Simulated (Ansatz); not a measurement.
# CO on Os(0001): change of the work function, part 2 of 5

Aim: the work function of Os(0001) at several coverages of CO (hcp site), and the dipole that each adsorbate carries.

Ansatz 0.2.0; plane-wave DFT, PBEsol, Ansatz PAW (the session's first sound run).

So far, work function, upper face (eV): step 2 (the clean slab) 5.47.

## 3. Adsorbate added, k-mesh 5×5×1, coverage 0.111 ML

System of this step: CO/Os(0001). The cell holds 38 atoms: 36 Os, 1 C and 1 O. Cell: a = 8.220 Å, b = 8.220 Å, c = 27.074 Å, α = 90.0°, β = 90.0°, γ = 60.0°. Vacuum lies along c.

The clean slab as it ended is repeated in the plane and the adsorbate is set on one face; the cell's size fixes the coverage, and the k-mesh shrinks with it to keep the sampling density about even. Adsorbate and upper layers relax, since the dipole depends on the height.

input.yaml reads:

```yaml
crystal:
  lattice:
    - [8.2200000001, 0.0, 0.0]
    - [4.11, 7.1187288192, 0.0]
    - [0.0, 0.0, 27.0741476736]
  atoms:
    - { symbol: Os, position: [0.2222222222, 0.2222222222, 0.332420437] }
    - { symbol: Os, position: [0.0, 0.0, 0.4123206438] }
    - { symbol: Os, position: [0.2222222222, 0.2222222222, 0.4915450804] }
    - { symbol: Os, position: [0.0, 0.0, 0.5682642451] }
    - { symbol: Os, position: [0.2222222222, 0.5555555556, 0.332420437] }
    - { symbol: Os, position: [0.0, 0.3333333333, 0.4123206438] }
    - { symbol: Os, position: [0.2222222222, 0.5555555556, 0.4915450804] }
    - { symbol: Os, position: [0.0, 0.3333333333, 0.5682642451] }
    - { symbol: Os, position: [0.2222222222, 0.8888888889, 0.332420437] }
    - { symbol: Os, position: [0.0, 0.6666666667, 0.4123206438] }
    - { symbol: Os, position: [0.2222222222, 0.8888888889, 0.4915450804] }
    - { symbol: Os, position: [0.0, 0.6666666667, 0.5682642451] }
    - { symbol: Os, position: [0.5555555556, 0.2222222222, 0.332420437] }
    - { symbol: Os, position: [0.3333333333, 0.0, 0.4123206438] }
    - { symbol: Os, position: [0.5555555556, 0.2222222222, 0.4915450804] }
    - { symbol: Os, position: [0.3333333333, 0.0, 0.5682642451] }
    - { symbol: Os, position: [0.5555555556, 0.5555555556, 0.332420437] }
    - { symbol: Os, position: [0.3333333333, 0.3333333333, 0.4123206438] }
    - { symbol: Os, position: [0.5555555556, 0.5555555556, 0.4915450804] }
    - { symbol: Os, position: [0.3333333333, 0.3333333333, 0.5682642451] }
    - { symbol: Os, position: [0.5555555556, 0.8888888889, 0.332420437] }
    - { symbol: Os, position: [0.3333333333, 0.6666666667, 0.4123206438] }
    - { symbol: Os, position: [0.5555555556, 0.8888888889, 0.4915450804] }
    - { symbol: Os, position: [0.3333333333, 0.6666666667, 0.5682642451] }
    - { symbol: Os, position: [0.8888888889, 0.2222222222, 0.332420437] }
    - { symbol: Os, position: [0.6666666667, 0.0, 0.4123206438] }
    - { symbol: Os, position: [0.8888888889, 0.2222222222, 0.4915450804] }
    - { symbol: Os, position: [0.6666666667, 0.0, 0.5682642451] }
    - { symbol: Os, position: [0.8888888889, 0.5555555556, 0.332420437] }
    - { symbol: Os, position: [0.6666666667, 0.3333333333, 0.4123206438] }
    - { symbol: Os, position: [0.8888888889, 0.5555555556, 0.4915450804] }
    - { symbol: Os, position: [0.6666666667, 0.3333333333, 0.5682642451] }
    - { symbol: Os, position: [0.8888888889, 0.8888888889, 0.332420437] }
    - { symbol: Os, position: [0.6666666667, 0.6666666667, 0.4123206438] }
    - { symbol: Os, position: [0.8888888889, 0.8888888889, 0.4915450804] }
    - { symbol: Os, position: [0.6666666667, 0.6666666667, 0.5682642451] }
    - { symbol: C, position: [0.2222222222, 0.2222222222, 0.6247342623] }
    - { symbol: O, position: [0.2222222222, 0.2222222222, 0.667579563] }
kpoints:
  mp_grid: { grid: [5, 5, 1] }
hamiltonian:
  xc: pbesol
scf:
  occupations: { method: fermi_dirac, width: 0.1 }
  convergence: { dr2_threshold: 1.0e-08 }
efield:
  axis: 3
  dipole_correction: true
  ramp_position: 0.97
  ramp_width: 0.06
relax:
  f_tol: 0.02
  max_steps: 60
  constraints:
    - { sites: [0, 1, 4, 5, 8, 9, 12, 13, 16, 17, 20, 21, 24, 25, 28, 29, 32, 33] }
output:
  bader: true
  write_potential: true
  write_density: true
  volumetric_format: npy
```

The run is started by

```console
$ ansatz run input.yaml --threads 4 --pin off --max-ram 12288MiB --backend cpu --events-out ev --progress --plain --runs-dir out
```

Numbers of over 12 decimals in the logs are rounded to 6 here.

What it wrote:

```text
[...]
Crystal: 38 atoms, lattice volume = 1584.269 Å³
Basis set: ecut = 420 eV, 31021 PW (Γ), exchange–correlation on 120×120×384 points (8 copies of the dense FFT grid, shifted against one another)
Bands: 352, of which v1, the nominal top of the filled ones, is band 293 counted from 1 (292 counted from 0)
Symmetry: 6 space group operations
[...]
k-points: 5 of 25 (time reversal used)
[...]
SCF iter   1: F=—  HF=-405820.667162 eV  |F-HF|=—  |Δ(HF+E_count)|=         —  Δρ=8.30e-3  dr2=3.90e0  ethr=1.77e-3  p=-0.184 e·Å  D=-2.10e-2 V/Å  ΔV_dip=0.57 eV  dr2_dipole=2.21e-1  V_vac-E_F(+/−)=6.07/5.50 eV  ⟨swp⟩=9.2  Hψ=8818  notcnv=0  defer=6
[...]
SCF iter  10: F=-405820.476080 eV  HF=-405820.476080 eV  |F-HF|=5.02e-8  |Δ(HF+E_count)|=   4.97e-7  Δρ=3.22e-7  dr2=2.86e-9  ethr=1.71e-12  p=-0.088 e·Å  D=-1.01e-2 V/Å  ΔV_dip=0.27 eV  dr2_dipole=7.36e-11  V_vac-E_F(+/−)=5.78/5.50 eV  ⟨swp⟩=10.8  Hψ=12337  notcnv=0
SCF 1 converged in 10 iterations: F = -405820.476080 eV  dr2 = 2.86e-9
[...]
relax step   1: F+E_penalty+E_count = -405820.47607988 eV  Δ(F+E_penalty+E_count) = +0.000e0 eV  max|allowed force component| = 2.984e0 eV/Å  Δτ_max = 0.0000 Å  (10 SCF iters, accepted)
[...]
SCF iter  10: F=-405820.578313 eV  HF=-405820.578313 eV  |F-HF|=7.43e-8  |Δ(HF+E_count)|=   1.83e-7  Δρ=3.30e-7  dr2=2.33e-9  ethr=1.71e-12  p=-0.131 e·Å  D=-1.49e-2 V/Å  ΔV_dip=0.40 eV  dr2_dipole=3.20e-11  V_vac-E_F(+/−)=5.91/5.51 eV  ⟨swp⟩=10.4  Hψ=12207  notcnv=0
SCF 2 converged in 10 iterations: F = -405820.578313 eV  dr2 = 2.33e-9
[...]
relax step   2: F+E_penalty+E_count = -405820.57831263 eV  Δ(F+E_penalty+E_count) = -1.022e-1 eV  max|allowed force component| = 1.570e0 eV/Å  Δτ_max = 0.1059 Å  (10 SCF iters, accepted)
SCF iter   1: F=—  HF=-405820.682439 eV  |F-HF|=—  |Δ(HF+E_count)|=         —  Δρ=3.54e-3  dr2=7.55e-2  ethr=3.92e-4  p=-0.131 e·Å  D=-1.49e-2 V/Å  ΔV_dip=0.40 eV  dr2_dipole=2.63e-4  V_vac-E_F(+/−)=5.91/5.51 eV  ⟨swp⟩=4.6  Hψ=4476  notcnv=0  defer=10
[...]
SCF iter   9: F=-405820.669591 eV  HF=-405820.669591 eV  |F-HF|=4.58e-8  |Δ(HF+E_count)|=   6.18e-8  Δρ=3.80e-7  dr2=4.96e-9  ethr=1.71e-12  p=-0.136 e·Å  D=-1.56e-2 V/Å  ΔV_dip=0.42 eV  dr2_dipole=1.22e-13  V_vac-E_F(+/−)=5.93/5.51 eV  ⟨swp⟩=11.0  Hψ=12369  notcnv=0
SCF 3 converged in 9 iterations: F = -405820.669591 eV  dr2 = 4.96e-9
relax step   3: F+E_penalty+E_count = -405820.66959105 eV  Δ(F+E_penalty+E_count) = -9.128e-2 eV  max|allowed force component| = 4.824e-1 eV/Å  Δτ_max = 0.0971 Å  (9 SCF iters, accepted)
[...]
relax step   4: F+E_penalty+E_count = -405820.67288386 eV  Δ(F+E_penalty+E_count) = -3.293e-3 eV  max|allowed force component| = 4.920e-2 eV/Å  Δτ_max = 0.0117 Å  (7 SCF iters, accepted)
SCF iter   1: F=—  HF=-405820.670365 eV  |F-HF|=—  |Δ(HF+E_count)|=         —  Δρ=1.67e-4  dr2=4.25e-4  ethr=1.83e-6  p=-0.142 e·Å  D=-1.62e-2 V/Å  ΔV_dip=0.44 eV  dr2_dipole=5.29e-5  V_vac-E_F(+/−)=5.95/5.51 eV  ⟨swp⟩=2.2  Hψ=2827  notcnv=0  defer=10
[...]
SCF iter   7: F=-405820.673227 eV  HF=-405820.673227 eV  |F-HF|=4.48e-8  |Δ(HF+E_count)|=   1.70e-7  Δρ=2.09e-7  dr2=1.43e-9  ethr=1.71e-12  p=-0.143 e·Å  D=-1.63e-2 V/Å  ΔV_dip=0.44 eV  dr2_dipole=5.21e-11  V_vac-E_F(+/−)=5.95/5.51 eV  ⟨swp⟩=10.0  Hψ=11785  notcnv=0
SCF 5 converged in 7 iterations: F = -405820.673227 eV  dr2 = 1.43e-9
relax step   5: F+E_penalty+E_count = -405820.67322741 eV  Δ(F+E_penalty+E_count) = -3.436e-4 eV  max|allowed force component| = 4.776e-3 eV/Å  Δτ_max = 0.0039 Å  (7 SCF iters, accepted)
NSCF: frozen V_eff on 5 k-points
[...]
WARN: The output density's exchange-correlation potential varies sharply where the density is thin. Do not read a vacuum level from v_tot or v_xc, or from such a field of the output density. On a cell that repeats whose density bears no net charge and no dipole along the vacuum's axis use v_es (v_loc + v_h of the components); under efield.dipole_correction with no amplitude use v_es + v_field, which holds any externa [...]
SCF converged after 7 iterations
Free energy (F): -405820.673227 eV
[...]
Internal energy: -405819.624977 eV  (E = F + TS)
E sigma→0 (E₀):  -405820.149102 eV
Entropy (-TS):   -1.048250 eV (-27.586 meV/atom)
Fermi energy:    4.477288 eV
Dipole field:    D = -0.016313 V/Å  (p = -0.142824 e·Å, saw-weighted, corrected)
Work function:   Φ+ = 5.9476 eV   Φ− = 5.5059 eV
[...]
--- Forces (eV/Å), atoms counted from 1 ---
  atom   1  Os     0.00000000     0.00000000     1.00699906
  atom   2  Os     0.04740552     0.02736959    -1.10844119
  atom   3  Os     0.00000000     0.00000000    -0.00369267
  atom   4  Os     0.00141763     0.00081847     0.00015106
  atom   5  Os    -0.05949245     0.02430216     0.99770620
  atom   6  Os     0.09340363    -0.05392661    -0.91078090
  atom   7  Os    -0.00009823    -0.00195244     0.00062335
  atom   8  Os    -0.00288820     0.00166750    -0.00219734
  atom   9  Os    -0.05079251     0.03937089     0.99770620
  atom  10  Os     0.00000000    -0.05473918    -1.10844119
  atom  11  Os     0.00164175     0.00106129     0.00062335
  atom  12  Os     0.00000000    -0.00163694     0.00015106
  atom  13  Os    -0.00869994    -0.06367305     0.99770620
  atom  14  Os    -0.00000000     0.10785323    -0.91078090
  atom  15  Os    -0.00173998     0.00089115     0.00062335
  atom  16  Os     0.00000000    -0.00333500    -0.00219734
  atom  17  Os     0.00000000     0.00000000     0.99537661
  atom  18  Os    -0.09340363    -0.05392661    -0.91078090
  atom  19  Os     0.00000000     0.00000000    -0.00114337
  atom  20  Os     0.00288820     0.00166750    -0.00219734
  atom  21  Os     0.05079251     0.03937089     0.99770620
  atom  22  Os    -0.04488297     0.02591319    -0.95665642
  atom  23  Os    -0.00164175     0.00106129     0.00062335
  atom  24  Os     0.00060574    -0.00034972     0.00092655
  atom  25  Os     0.00869994    -0.06367305     0.99770620
  atom  26  Os    -0.04740552     0.02736959    -1.10844119
  atom  27  Os     0.00173998     0.00089115     0.00062335
  atom  28  Os    -0.00141763     0.00081847     0.00015106
  atom  29  Os     0.05949245     0.02430216     0.99770620
  atom  30  Os     0.00000000    -0.05182639    -0.95665642
  atom  31  Os     0.00009823    -0.00195244     0.00062335
  atom  32  Os    -0.00000000     0.00069945     0.00092655
  atom  33  Os     0.00000000     0.00000000     0.93920059
  atom  34  Os     0.04488297     0.02591319    -0.95665642
  atom  35  Os     0.00000000     0.00000000     0.00037541
  atom  36  Os    -0.00060574    -0.00034972     0.00092655
  atom  37  C      0.00000000     0.00000000    -0.00088785
  atom  38  O     -0.00000000    -0.00000000     0.00477605
  max |Σ_I F_I| component: 1.36e-5 eV/Å
--- Band table (eV; the first three rows and the last of 5) ---
  k-point 0: bands = [... 289 lower, 4.7939, 4.8208, 4.8208, 4.8212, 4.8277, 4.8277, 4.8991, 4.9123, ... 55 higher]
  k-point 1: bands = [... 289 lower, 4.3903, 4.4454, 4.4611, 4.4871, 4.5920, 4.6681, 4.7284, 4.7818, ... 55 higher]
  k-point 2: bands = [... 289 lower, 4.1527, 4.1834, 4.2355, 4.2577, 4.5801, 4.6964, 4.7117, 4.7504, ... 55 higher]
  k-point 4: bands = [... 289 lower, 4.0014, 4.1371, 4.2827, 4.3839, 4.4304, 4.5043, 4.5410, 4.5503, ... 55 higher]
--- Relaxed structure (5 steps of the walk, 5 accepted, 0 SCFs on fresh bases) ---
  F+E_penalty+E_count = -405820.67322741 eV   max|allowed force component| = 4.776e-3 eV/Å
  atoms:
    - { symbol: Os, position: [0.222222, 0.222222, 0.332420437] }
    - { symbol: Os, position: [-1.1111114952088104e-11, -1.1111114952088101e-11, 0.4123206438] }
    - { symbol: Os, position: [0.222222, 0.222222, 0.491738] }
    - { symbol: Os, position: [-0.00214335, -0.00214335, 0.568167] }
    - { symbol: Os, position: [0.222222, 0.555556, 0.332420437] }
    - { symbol: Os, position: [2.2222196305321518e-11, 0.333333, 0.4123206438] }
    - { symbol: Os, position: [0.221518, 0.555214, 0.491350] }
    - { symbol: Os, position: [-0.00571399, 0.336190, 0.570251] }
    - { symbol: Os, position: [0.222222, 0.888889, 0.332420437] }
    - { symbol: Os, position: [-1.1111112030448567e-11, 0.666667, 0.4123206438] }
    - { symbol: Os, position: [0.221518, 0.889934, 0.491350] }
    - { symbol: Os, position: [-0.00214335, 0.670953, 0.568167] }
    - { symbol: Os, position: [0.555556, 0.222222, 0.332420437] }
    - { symbol: Os, position: [0.333333, 2.2222221139257592e-11, 0.4123206438] }
    - { symbol: Os, position: [0.555214, 0.221518, 0.491350] }
    - { symbol: Os, position: [0.336190, -0.00571399, 0.570251] }
    - { symbol: Os, position: [0.555556, 0.555556, 0.332420437] }
    - { symbol: Os, position: [0.333333, 0.333333, 0.4123206438] }
    - { symbol: Os, position: [0.555556, 0.555556, 0.491087] }
    - { symbol: Os, position: [0.336190, 0.336190, 0.570251] }
    - { symbol: Os, position: [0.555556, 0.888889, 0.332420437] }
    - { symbol: Os, position: [0.333333, 0.666667, 0.4123206438] }
    - { symbol: Os, position: [0.555214, 0.889934, 0.491350] }
    - { symbol: Os, position: [0.333606, 0.666530, 0.568079] }
    - { symbol: Os, position: [0.888889, 0.222222, 0.332420437] }
    - { symbol: Os, position: [0.666667, -1.1111114952088103e-11, 0.4123206438] }
    - { symbol: Os, position: [0.889934, 0.221518, 0.491350] }
    - { symbol: Os, position: [0.670953, -0.00214335, 0.568167] }
    - { symbol: Os, position: [0.888889, 0.555556, 0.332420437] }
    - { symbol: Os, position: [0.666667, 0.333333, 0.4123206438] }
    - { symbol: Os, position: [0.889934, 0.555214, 0.491350] }
    - { symbol: Os, position: [0.666530, 0.333606, 0.568079] }
    - { symbol: Os, position: [0.888889, 0.888889, 0.332420437] }
    - { symbol: Os, position: [0.666667, 0.666667, 0.4123206438] }
    - { symbol: Os, position: [0.888889, 0.888889, 0.491543] }
    - { symbol: Os, position: [0.666530, 0.666530, 0.568079] }
    - { symbol: C, position: [0.222222, 0.222222, 0.621493] }
    - { symbol: O, position: [0.222222, 0.222222, 0.665732] }
--- Bader charges: 38 sites ---
  site symbol  charge [e]  shift [e]
     0     Os     -0.0694     0.0001
     1     Os      0.0673     0.0001
     2     Os      0.0662     0.0001
     3     Os     -0.0401     0.0000
     4     Os     -0.0708     0.0001
     5     Os      0.0668     0.0001
     6     Os      0.0641     0.0000
     7     Os      0.0618     0.0013
     8     Os     -0.0708     0.0001
     9     Os      0.0673     0.0001
    10     Os      0.0641     0.0000
    11     Os     -0.0401     0.0000
    12     Os     -0.0708     0.0001
    13     Os      0.0668     0.0001
    14     Os      0.0641     0.0000
    15     Os      0.0618     0.0013
    16     Os     -0.0697     0.0001
    17     Os      0.0668     0.0001
    18     Os      0.0819     0.0000
    19     Os      0.0618     0.0013
    20     Os     -0.0708     0.0001
    21     Os      0.0661     0.0001
    22     Os      0.0641     0.0000
    23     Os     -0.0609     0.0000
    24     Os     -0.0708     0.0001
    25     Os      0.0672     0.0001
    26     Os      0.0641     0.0000
    27     Os     -0.0400     0.0000
    28     Os     -0.0708     0.0001
    29     Os      0.0661     0.0001
    30     Os      0.0641     0.0000
    31     Os     -0.0609     0.0000
    32     Os     -0.0692     0.0001
    33     Os      0.0661     0.0001
    34     Os      0.0991     0.0001
    35     Os     -0.0608     0.0000
    36      C      0.5369     0.0004
    37      O     -1.0191     0.0041
  estimated error of the sums over rays = 6.0e-4 e
```

The job ended after 14 min (4 threads of Arm Neoverse V1, shared host; peak memory 9.9 GiB).

This run has no spin polarisation, although Os can carry a moment.

Step by step:

```
step  energy less that of the first step (eV)  largest force component (eV/Å)
   1                                   0.0000                          2.9840
   2                                  -0.1022                          1.5702
   3                                  -0.1935                          0.4824
   4                                  -0.1968                          0.0492
   5                                  -0.1971                          0.0048
```

Forces are held to the 6 operations that the run works with; a distortion that breaks them can't arise in this run.

The atoms that moved most (Å):

```
atom      dx      dy      dz  length
 C37   0.000   0.000  -0.088   0.088
 Os8  -0.035   0.020   0.054   0.067
Os16   0.000  -0.041   0.054   0.067
Os20   0.035   0.020   0.054   0.067
 O38   0.000   0.000  -0.050   0.050
 Os4  -0.026  -0.015  -0.003   0.031
Os12   0.000   0.031  -0.003   0.031
Os28   0.026  -0.015  -0.003   0.031
```

Final coordinates:

```xyz
38
Lattice="8.2200 0.0000 0.0000 4.1100 7.1187 0.0000 0.0000 0.0000 27.0741" Properties=species:S:1:pos:R:3
Os    2.7400    1.5819    9.0000
Os    0.0000    0.0000   11.1632
Os    2.7400    1.5819   13.3134
Os   -0.0264   -0.0153   15.3826
Os    4.1100    3.9548    9.0000
Os    1.3700    2.3729   11.1632
Os    4.1028    3.9524   13.3029
Os    1.3348    2.3932   15.4390
Os    5.4800    6.3278    9.0000
Os    2.7400    4.7458   11.1632
Os    5.4785    6.3352   13.3029
Os    2.7400    4.7763   15.3826
Os    5.4800    1.5819    9.0000
Os    2.7400    0.0000   11.1632
Os    5.4743    1.5769   13.3029
Os    2.7400   -0.0407   15.4390
Os    6.8500    3.9548    9.0000
Os    4.1100    2.3729   11.1632
Os    6.8500    3.9548   13.2958
Os    4.1452    2.3932   15.4390
Os    8.2200    6.3278    9.0000
Os    5.4800    4.7458   11.1632
Os    8.2215    6.3352   13.3029
Os    5.4817    4.7448   15.3803
Os    8.2200    1.5819    9.0000
Os    5.4800    0.0000   11.1632
Os    8.2257    1.5769   13.3029
Os    5.5064   -0.0153   15.3826
Os    9.5900    3.9548    9.0000
Os    6.8500    2.3729   11.1632
Os    9.5972    3.9524   13.3029
Os    6.8500    2.3749   15.3803
Os   10.9600    6.3278    9.0000
Os    8.2200    4.7458   11.1632
Os   10.9600    6.3278   13.3081
Os    8.2183    4.7448   15.3803
C     2.7400    1.5819   16.8264
O     2.7400    1.5819   18.0241
```

This step gave:

```yaml
energy_at_zero_smearing: -405820.1491 eV
work_function_upper_face: 5.948 eV
work_function_lower_face: 5.506 eV
dipole_along_the_normal: -0.1428 e·Å
step_between_the_vacuum_levels: 0.4417 eV
```

Running mean over 2.16323 Å of the planar mean; the ramp of the sawtooth is left out. Electron's electrostatic potential energy less the Fermi level against z:

```
z (Å)  electron's electrostatic potential energy less the Fermi level (eV)
  3.5                                                                 5.51
  4.0                                                                 5.51
  4.5                                                                 5.50
  5.0                                                                 5.50
  5.5                                                                 5.48
  6.0                                                                 5.41
  6.5                                                                 5.16
  7.0                                                                 4.18
  7.5                                                                0.866
  8.0                                                                -4.95
  8.5                                                                -10.1
  9.0                                                                -12.2
  9.5                                                                -12.5
 10.0                                                                -12.7
 10.5                                                                -12.8
 11.0                                                                -12.9
 11.5                                                                -13.1
 12.0                                                                -13.2
 12.5                                                                -13.2
 13.0                                                                -13.1
 13.5                                                                -13.2
 14.0                                                                -13.5
 14.5                                                                -13.5
 15.0                                                                -13.0
 15.5                                                                -12.3
 16.0                                                                -9.91
 16.5                                                                -4.53
 17.0                                                                0.771
 17.5                                                                 3.48
 18.0                                                                 4.61
 18.5                                                                 5.18
 19.0                                                                 5.54
 19.5                                                                 5.84
 20.0                                                                 5.93
 20.5                                                                 5.95
 21.0                                                                 5.95
 21.5                                                                 5.95
 22.0                                                                 5.95
 22.5                                                                 5.95
 23.0                                                                 5.95
 23.5                                                                 5.95
```

The relaxation took 5 steps and lowered the energy by 0.20 eV; the largest force on the free atoms ends at 0.0048 eV/Å.

The covered face has 5.95 eV, +0.48 eV against the clean one; the bare back face has moved by -0.01 eV, a measure of how thin the slab is.

(Part 2 of 5 ends here.)

[Logs are printed without paths, hosts, clocks, repeated set-up lines and the standing remarks that a program may print on its own settings, such as how far it seeks lower states.]

[Hosts, paths, dates, database ids (printed as entryN), source tags and the programs' standing remarks are cut or masked in the printed files.]

[Maps of the electrostatic potential energy from Ansatz leave out the sawtooth potential of an applied field or a dipole correction, so their vacuum need not be flat; planar profiles and work functions include it.]
